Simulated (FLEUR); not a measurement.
**FePt (Tetraferroplatinum): orders along a scan of the ratio c/a**

Wanted: the trend of the moments of FePt (Tetraferroplatinum) with the ratio c/a.

Method: PBE; all-electron FLAPW, Dirac cores, scalar-relativistic bands, in FLEUR MaX-R8.1.

## (1) Starting point

Symmetry: P4/mmm, No. 123, tetragonal system. Conventional cell: a = 2.724 Å, b = 2.724 Å, c = 3.720 Å, α = 90.00°, β = 90.00°, γ = 90.00°. Nearest to Fe lie 8 Pt at 2.68 Å and 4 Fe at 2.72 Å. Nearest to Pt lie 8 Fe at 2.68 Å and 4 Pt at 2.72 Å. Farther neighbours are not listed.

## (2) Factor 1, start ferro +

The scan starts at the cell as given.

Lengths along (0, 0, 1) take the factor and those normal to it its inverse root, so the volume stays. Atoms keep their fractional places. Spheres, Kmax and the mesh are the same at all points, the spheres being those of the tightest cell. inpgen writes inp.xml from crystal.txt; cutoffs, mixing, functional, smearing and local orbitals are then set in the file. The k list default-1 (kpts.xml, not shown) is a Γ-centred 10×10×10 mesh; where the ranks do not divide the number of points, some are split in two of half the weight.

File inp.xml:

```
<?xml version="1.0" encoding="UTF-8" standalone="no"?>
<fleurInput fleurInputVersion="0.39">
   <comment>
      FePt
   </comment>
   <calculationSetup>
      <cutoffs Kmax="3.6" Gmax="10.8" GmaxXC="10.8" numbands="0"/>
      <scfLoop itmax="110" minDistance="0.00002" maxIterBroyd="15" imix="Anderson" alpha="0.05" precondParam="0.0" spinf="2.0" sdNocoIR="T"/>
      <coreElectrons ctail="T" frcor="F" kcrel="0" coretail_lmax="0"/>
      <xcFunctional name="pbe" relativisticCorrections="F"/>
      <magnetism jspins="2"/>
      <soc l_soc="F" theta="0.0" phi="0.0" spav="F"/>
      <expertModes spex="0" secvar="F"/>
      <geometryOptimization l_f="F" forcealpha="1.0" forcemix="BFGS" epsdisp="0.00001" epsforce="0.00001"/>
      <ldaU l_linMix="F" mixParam="0.05" spinf="1.0"/>
   </calculationSetup>
   <cell>
      <bzIntegration valenceElectrons="32.0" mode="hist" fermiSmearingEnergy="0.00183747">
         <kPointListSelection listName="default-1"/>
         <xi:include xmlns:xi="http://www.w3.org/2001/XInclude" href="kpts.xml"> </xi:include>
      </bzIntegration>
      <xi:include xmlns:xi="http://www.w3.org/2001/XInclude" href="sym.xml"> </xi:include>
      <bulkLattice scale="1.0">
         <bravaisMatrix>
            <row-1>    5.1466691003480998     0.0000000000000000     0.0000000000000000</row-1>
            <row-2>    0.0000000000000000     5.1466691003480998     0.0000000000000000</row-2>
            <row-3>    0.0000000000000000     0.0000000000000000     7.0297811835120001</row-3>
         </bravaisMatrix>
      </bulkLattice>
   </cell>
   <atomSpecies>
      <species name="Iron (Fe) 2.800" element="Fe" atomicNumber="26">
         <mtSphere radius="2.39" gridPoints="791" logIncrement="0.015"/>
         <atomicCutoffs lmax="8" lnonsphr="6"/>
         <electronConfig flipSpins="F">
            <coreConfig>(1s1/2) (2s1/2) (2p1/2) (2p3/2)</coreConfig>
            <valenceConfig>(3s1/2) (3p1/2) (3p3/2) (4s1/2) (3d3/2) (3d5/2)</valenceConfig>
            <stateOccupation state="(3d3/2)" spinUp="1.4" spinDown="1.0"/>
            <stateOccupation state="(3d5/2)" spinUp="3.0" spinDown="0.6"/>
         </electronConfig>
         <energyParameters s="4" p="4" d="3" f="4"/>
         <lo type="SCLO" l="0" n="3" eDeriv="0"/>
         <lo type="SCLO" l="1" n="3" eDeriv="0"/>
      </species>
      <species name="Platinum (Pt)" element="Pt" atomicNumber="78">
         <mtSphere radius="2.39" gridPoints="791" logIncrement="0.017"/>
         <atomicCutoffs lmax="8" lnonsphr="6"/>
         <electronConfig flipSpins="F">
            <coreConfig>(1s1/2) (2s1/2) (2p1/2) (2p3/2) (3s1/2) (3p1/2) (3p3/2) (4s1/2) (3d3/2) (3d5/2) (4p1/2) (4p3/2) (5s1/2) (4d3/2) (4d5/2) (4f5/2) (4f7/2)</coreConfig>
            <valenceConfig>(5p1/2) (5p3/2) (6s1/2) (5d3/2) (5d5/2)</valenceConfig>
            <stateOccupation state="(6s1/2)" spinUp="0.500000" spinDown="0.500000"/>
            <stateOccupation state="(5d3/2)" spinUp="1.800000" spinDown="1.800000"/>
            <stateOccupation state="(5d5/2)" spinUp="2.700000" spinDown="2.700000"/>
         </electronConfig>
         <energyParameters s="6" p="6" d="5" f="5"/>
         <lo type="SCLO" l="1" n="5" eDeriv="0"/>
      </species>
   </atomSpecies>
   <atomGroups>
      <atomGroup species="Iron (Fe) 2.800">
         <relPos label="                   1">.0000000000 .0000000000 .0000000000</relPos>
         <force calculate="T" relaxXYZ="TTT"/>
      </atomGroup>
      <atomGroup species="Platinum (Pt)">
         <relPos label="                   2">1.000/2.000 1.000/2.000 1.000/2.000</relPos>
         <force calculate="T" relaxXYZ="TTT"/>
      </atomGroup>
   </atomGroups>
   <output dos="F" band="F" slice="F">
      <bandDOS minEnergy="-.5*Htr" maxEnergy="0.5*Htr" sigma="0.015" storeEVData="T"/>
      <plotting iplot="0" polar="F">
         <plot TwoD="T" vec1="  1.0  0.0  0.0" vec2="  0.0  1.0  0.0" vec3="  0.0  0.0  1.0" zero="  0.0  0.0  0.0" file="plot"/>
      </plotting>
      <moessbauerParams electricFieldGradient="F" isomerShift="F" coreHyperfine="F" valenceHyperfine="F"/>
   </output>
</fleurInput>
```

File crystal.txt:

```
FePt
&input film=F cartesian=F /
2.72350000000  0.00000000000  0.00000000000
0.00000000000  2.72350000000  0.00000000000
0.00000000000  0.00000000000  3.72000000000
1.8897261246
1.0 1.0 1.0

2
26 0.00000000000  0.00000000000  0.00000000000 : 2.800
78 0.50000000000  0.50000000000  0.50000000000

&kpt div1=10 div2=10 div3=10 gamma=T /
```

Command:

```
> OMP_NUM_THREADS=1 inpgen -f crystal.txt > inpgen.log  # inp.xml is then edited as shown
> OMP_NUM_THREADS=1 mpirun -n 4 fleur_MPI > fleur.log
```

The log of the run:

```text
Welcome to FLEUR        (www.flapw.de)
      MaX-Release 8.1          (www.max-centre.eu)

 ========== k-point set info ==========
 Selected k-point list: default-1
 k-point list type: mesh
 0 x 0 x 0
 Number of k points: 128

 ------------Calculation Setup---------------------------
 Number of MPI-tasks      :            4
 Number of PE/node        :            4
 Number of OMP-threads    :            1
 k-points in parallel     :            4
 pe's per k-point         :            1
 No of k-point loops      :           32
 Eigenvalue solver        :       lapack
 Number of basis functions:          166
 Approximate size of matrices (H+S) per k-point:         0.000 GB
 --------------------------------------------------------
 Iteration:     1   Distance:      40.51880210 me/bohr^3
 Iteration:     2   Distance:      15.99916697 me/bohr^3
 Iteration:     3   Distance:      13.17266375 me/bohr^3
 Iteration:     4   Distance:      10.05932922 me/bohr^3
 Iteration:     5   Distance:      10.11053009 me/bohr^3
 Iteration:     6   Distance:      10.15173483 me/bohr^3
 Iteration:     7   Distance:       3.37868902 me/bohr^3
 Iteration:     8   Distance:       2.65877134 me/bohr^3
 Iteration:     9   Distance:       1.12981071 me/bohr^3
 Iteration:    10   Distance:       1.01353801 me/bohr^3
 Iteration:    11   Distance:       0.24740486 me/bohr^3
 Iteration:    12   Distance:       0.17384312 me/bohr^3
 Iteration:    13   Distance:       0.04290416 me/bohr^3
 Iteration:    14   Distance:       0.01202436 me/bohr^3
 Iteration:    15   Distance:       0.01301010 me/bohr^3
 Iteration:    16   Distance:       0.01139698 me/bohr^3
 Iteration:    17   Distance:       0.00889199 me/bohr^3
 Iteration:    18   Distance:       0.00134406 me/bohr^3
 Iteration:    19   Distance:       0.00040714 me/bohr^3
 Iteration:    20   Distance:       0.00036522 me/bohr^3
 Iteration:    21   Distance:       0.00018132 me/bohr^3
 Iteration:    22   Distance:       0.00004739 me/bohr^3
 Iteration:    23   Distance:       0.00000990 me/bohr^3

 ********************************************************************
 Run finished successfully
 Stop message:
   all done
 ********************************************************************

--- out.xml (last complete iteration) ---
<iteration numberForCurrentRun="   23" overallNumber="   23">
         [... left out ...]
         <bandgap value="0.0151704161" units="eV"/>
         <sumValenceSingleParticleEnergies value="-18.0006841206" units="Htr"/>
         <FermiEnergy value="0.4363301168" units="Htr"/>
         <valenceDensity>
            <mtCharges spin="1">
               <mtCharge atomType="1" total="8.9794891" s="1.2000654" p="3.2026527" d="4.5502646" f="0.0200838"/>
               <mtCharge atomType="2" total="7.2991932" s="0.2306472" p="3.1408463" d="3.9025685" f="0.0198846"/>
            </mtCharges>
            <mtCharges spin="2">
               <mtCharge atomType="1" total="5.9907067" s="1.1913549" p="3.2071196" d="1.5674871" f="0.0187837"/>
               <mtCharge atomType="2" total="6.8925317" s="0.2464164" p="3.1744191" d="3.4510292" f="0.0165360"/>
            </mtCharges>
            <spinDependentCharge spin="1" total="17.6641252" interstitial="1.3854429" mtSpheres="16.2786824"/>
            <spinDependentCharge spin="2" total="14.3358748" interstitial="1.4526364" mtSpheres="12.8832384"/>
            <totalCharge value="32.0000000000"/>
         </valenceDensity>
         [... left out ...]
         <magneticMomentsInMTSpheres units="muBohr">
            <globalMagMoment atomType="1" vec="0.00000   0.00000   2.98878"/>
            <localMagMoment atomType="1" vec="0.00000   0.00000   2.98878"/>
            <globalMagMoment atomType="2" vec="0.00000   0.00000   0.40666"/>
            <localMagMoment atomType="2" vec="0.00000   0.00000   0.40666"/>
         </magneticMomentsInMTSpheres>
         [... left out ...]
         <totalEnergy value="   -19719.5483281108" units="Htr">
            <sumOfEigenvalues value="   -12060.4240820127">
               <coreElectrons value="-12042.4233978922"/>
               <valenceElectrons value="-18.0006841206"/>
            </sumOfEigenvalues>
            <densityCoulombPotentialIntegral value="-33921.2498893470"/>
            <densityEffectivePotentialIntegral value="-34461.5323992294"/>
            <chargeDenXCDenIntegral value="-413.2989205975"/>
            <FockExchangeEnergyValence value="0.0000000000"/>
            <FockExchangeEnergyCore value="0.0000000000"/>
         [... left out ...]
            <tkbTimesEntropy value="0.0003111649"/>
            <freeEnergy value="-19719.5486392756"/>
            <extrapolationTo0K value="-19719.5484836932"/>
         </totalEnergy>
         <densityConvergence units="me/bohr^3">
            <chargeDensity spin="1" distance="0.0000064713"/>
            <chargeDensity spin="2" distance="0.0000066635"/>
            <overallChargeDensity distance="0.0000086298"/>
            <spinDensity distance="0.0000099038"/>
         </densityConvergence>
      </iteration>
```

Run time: 19 s. Hardware: 4 MPI ranks of Arm Neoverse V2, shared host; peak memory 0.22 GiB; 76 s of CPU time.

Read from the output:

```
free energy                                                       : -536596.2546 eV
program's band gap on this mesh (in a metal only a level spacing) : 0.01517 eV
magnetization                                                     : 3.328 μB
final state                                                       : ferromagnetic
largest moment                                                    : 2.989 μB
```

After 23 cycles the largest moment stands at 2.99 μB.

## (3) Factor 1, start antiferro q=(0,1/2,0) +-

The k list default-1 (kpts.xml, not shown) is a Γ-centred 10×5×10 mesh.

Edit inp.xml of step 2 so:

```diff
@@ -17,3 +17,3 @@
    <cell>
-      <bzIntegration valenceElectrons="32.0" mode="hist" fermiSmearingEnergy="0.00183747">
+      <bzIntegration valenceElectrons="64.0" mode="hist" fermiSmearingEnergy="0.00183747">
          <kPointListSelection listName="default-1"/>
@@ -25,3 +25,3 @@
             <row-1>    5.1466691003480998     0.0000000000000000     0.0000000000000000</row-1>
-            <row-2>    0.0000000000000000     5.1466691003480998     0.0000000000000000</row-2>
+            <row-2>    0.0000000000000000    10.2933382006961995     0.0000000000000000</row-2>
             <row-3>    0.0000000000000000     0.0000000000000000     7.0297811835120001</row-3>
@@ -39,2 +39,15 @@
             <stateOccupation state="(3d5/2)" spinUp="3.0" spinDown="0.6"/>
+         </electronConfig>
+         <energyParameters s="4" p="4" d="3" f="4"/>
+         <lo type="SCLO" l="0" n="3" eDeriv="0"/>
+         <lo type="SCLO" l="1" n="3" eDeriv="0"/>
+      </species>
+      <species name="Iron (Fe) -2.800" element="Fe" atomicNumber="26">
+         <mtSphere radius="2.39" gridPoints="791" logIncrement="0.015"/>
+         <atomicCutoffs lmax="8" lnonsphr="6"/>
+         <electronConfig flipSpins="F">
+            <coreConfig>(1s1/2) (2s1/2) (2p1/2) (2p3/2)</coreConfig>
+            <valenceConfig>(3s1/2) (3p1/2) (3p3/2) (4s1/2) (3d3/2) (3d5/2)</valenceConfig>
+            <stateOccupation state="(3d3/2)" spinUp="1.0" spinDown="1.4"/>
+            <stateOccupation state="(3d5/2)" spinUp="0.6" spinDown="3.0"/>
          </electronConfig>
@@ -63,4 +76,9 @@
       </atomGroup>
+      <atomGroup species="Iron (Fe) -2.800">
+         <relPos label="                   2">.0000000000 1.000/2.000 .0000000000</relPos>
+         <force calculate="T" relaxXYZ="TTT"/>
+      </atomGroup>
       <atomGroup species="Platinum (Pt)">
-         <relPos label="                   2">1.000/2.000 1.000/2.000 1.000/2.000</relPos>
+         <relPos label="                   3">1.000/2.000 1.000/4.000 1.000/2.000</relPos>
+         <relPos label="                   4">1.000/2.000 -1.000/4.000 1.000/2.000</relPos>
          <force calculate="T" relaxXYZ="TTT"/>
```

File crystal.txt:

```
FePt
&input film=F cartesian=F /
2.72350000000  0.00000000000  0.00000000000
0.00000000000  5.44700000000  0.00000000000
0.00000000000  0.00000000000  3.72000000000
1.8897261246
1.0 1.0 1.0

4
26 0.00000000000  0.00000000000  0.00000000000 : 2.800
26 0.00000000000  0.50000000000  0.00000000000 : -2.800
78 0.50000000000  0.25000000000  0.50000000000
78 0.50000000000  0.75000000000  0.50000000000

&kpt div1=10 div2=5 div3=10 gamma=T /
```

The log of the run:

```text
[banner, memory and clock lines left out]
Welcome to FLEUR        (www.flapw.de)
      MaX-Release 8.1          (www.max-centre.eu)

 ========== k-point set info ==========
 Selected k-point list: default-1
 k-point list type: mesh
 10 x 5 x 10
 Number of k points: 108

 [... set-up left out ...]
 Iteration:     1   Distance:      39.26167760 me/bohr^3
 Iteration:     2   Distance:      16.77298890 me/bohr^3
 Iteration:     3   Distance:      13.39573816 me/bohr^3
 Iteration:     4   Distance:       8.25283439 me/bohr^3
 Iteration:     5   Distance:       6.81467722 me/bohr^3
 Iteration:     6   Distance:       6.61717822 me/bohr^3
 Iteration:     7   Distance:       3.85990339 me/bohr^3
 Iteration:     8   Distance:       3.33404641 me/bohr^3
[... lines left out ...]
 Iteration:    24   Distance:       0.00061914 me/bohr^3
 Iteration:    25   Distance:       0.00022504 me/bohr^3
 Iteration:    26   Distance:       0.00011987 me/bohr^3
 Iteration:    27   Distance:       0.00010022 me/bohr^3
 Iteration:    28   Distance:       0.00002647 me/bohr^3
 Iteration:    29   Distance:       0.00000335 me/bohr^3

 ********************************************************************
 Run finished successfully
 Stop message:
   all done
 ********************************************************************

--- out.xml (last complete iteration) ---
<iteration numberForCurrentRun="   29" overallNumber="   29">
         [... left out ...]
         <bandgap value="0.0118168045" units="eV"/>
         <sumValenceSingleParticleEnergies value="-36.0719188313" units="Htr"/>
         <FermiEnergy value="0.4437900380" units="Htr"/>
         [... left out ...]
         <magneticMomentsInMTSpheres units="muBohr">
            <globalMagMoment atomType="1" vec="0.00000   0.00000   2.93865"/>
            <globalMagMoment atomType="2" vec="0.00000   0.00000  -2.93863"/>
            <globalMagMoment atomType="3" vec="0.00000   0.00000  -0.00001"/>
         </magneticMomentsInMTSpheres>
         [... left out ...]
         <totalEnergy value="   -39439.0945150079" units="Htr">
            <sumOfEigenvalues value="   -24121.2554448665">
               <coreElectrons value="-24085.1835260353"/>
               <valenceElectrons value="-36.0719188313"/>
            </sumOfEigenvalues>
         [... left out ...]
            <freeEnergy value="-39439.0956199325"/>
            <extrapolationTo0K value="-39439.0950674702"/>
         </totalEnergy>
         <densityConvergence units="me/bohr^3">
            <chargeDensity spin="1" distance="0.0000023603"/>
            <chargeDensity spin="2" distance="0.0000022898"/>
            <overallChargeDensity distance="0.0000032210"/>
            <spinDensity distance="0.0000033546"/>
         </densityConvergence>
      </iteration>
```

Run time: 76 s. Hardware: 4 MPI ranks; peak memory 0.33 GiB.

Spin moment in the muffin-tin sphere by atom:

| atom | spin moment in the muffin-tin sphere (μB) |
| --- | --- |
| Fe1 | 2.94 |
| Fe2 | -2.94 |
| Pt3 | 0.00 |
| Pt4 | 0.00 |

This step gave:

```
free energy                                                       : -1073192.4641 eV
program's band gap on this mesh (in a metal only a level spacing) : 0.01182 eV
magnetization                                                     : 0 μB
final state                                                       : antiferromagnetic
```

After 29 cycles the largest moment stands at 2.94 μB.

(Continued in part 2 of 2.)

[Logs and program files are shortened in this print: banners, set-up blocks, solver, clock and traceback lines can be left out without a mark of their own.]

[Logs are printed without paths, hosts, clocks, repeated set-up lines and the standing remarks that a program may print on its own settings, such as how far it seeks lower states.]

[Hosts, paths, dates, database ids (printed as entryN), source tags and the programs' standing remarks are cut or masked in the printed files.]

[Where a cell is said to come from a database of computed structures, the database is the Materials Project.]
